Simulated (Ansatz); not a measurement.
# Direct or indirect: CdF2 (Fm-3m)

Space group Fm-3m (No. 225). a = 5.388 Å, b = 5.388 Å, c = 5.388 Å, α = 90.00°, β = 90.00°, γ = 90.00°
```csv
atom,site,symmetry,x,y,z
Cd,4a,m-3m,0.0000,0.0000,0.0000
F,8c,-43m,0.2500,0.2500,0.7500
```

Method: Ansatz, PBE, independent particles, without spin-orbit coupling, line width 0.15 eV (Gaussian). The band structure gives a fundamental gap of 3.10 eV. The spectrum of vertical transitions near the edge:

```csv
E (eV),"Im ε, E ∥ xyz"
2.64,0.00
2.76,0.00
2.88,0.00
3.00,0.00
3.12,0.00
3.24,0.00
3.36,0.00
3.48,0.00
3.60,0.01
3.72,0.05
3.84,0.10
3.96,0.18
4.08,0.33
4.20,0.54
4.32,0.71
4.44,0.83
4.56,0.91
4.68,0.98
4.80,1.04
4.92,1.08
5.04,1.12
```

Q: Is the gap direct or indirect, and about where do vertical transitions set in?

A: Indirect, by the band path, whose least direct gap is 3.60 eV. The curves fit this: they stay near zero above 3.10 eV and rise only from about 3.6 eV, though a forbidden direct transition would look alike. Lines are broadened by 0.15 eV, which spreads the edge, and phonons, which would give weak absorption from the fundamental gap up, are left out.

[Logs are printed without paths, hosts, clocks, repeated set-up lines and the standing remarks that a program may print on its own settings, such as how far it seeks lower states.]
